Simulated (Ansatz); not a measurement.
Space group Pm-3m (No. 221). a = 4.468 Å, b = 4.468 Å, c = 4.468 Å, α = 90.00°, β = 90.00°, γ = 90.00°
| atom | site | symmetry | x | y | z |
| --- | --- | --- | --- | --- | --- |
| Ir | 1a | m-3m | 0.0000 | 0.0000 | 0.0000 |
| Zn | 3c | 4/mm.m | 0.5000 | 0.5000 | 0.0000 |
| P | 1b | m-3m | 0.5000 | 0.5000 | 0.5000 |

Task: What reflectivity and colour does Ansatz, PBE, independent particles, without spin-orbit coupling, line width 0.1 eV (Gaussian), carrier damping 0.1 eV give for this metal?

Result: Reflectivity along the first axis:

| E (eV) | R (%) |
| --- | --- |
| 1.00 | 62.9 |
| 1.25 | 66.2 |
| 1.50 | 68.8 |
| 1.75 | 64.0 |
| 2.00 | 62.0 |
| 2.25 | 63.6 |
| 2.50 | 64.7 |
| 2.75 | 67.1 |
| 3.00 | 69.4 |
| 3.25 | 72.1 |
| 3.50 | 69.5 |
| 3.75 | 66.2 |
| 4.00 | 62.3 |
| 4.25 | 55.3 |
| 4.50 | 55.2 |
| 4.75 | 57.8 |
| 5.00 | 56.5 |

The colour is light grey: CIE x = 0.307, y = 0.323, luminous reflectivity 63 % under D65, from the mean over the axes. The mesh is 8×8×8, and the carriers' damping is typed.

Cells made by substitution are models, which may or may not match a known phase.
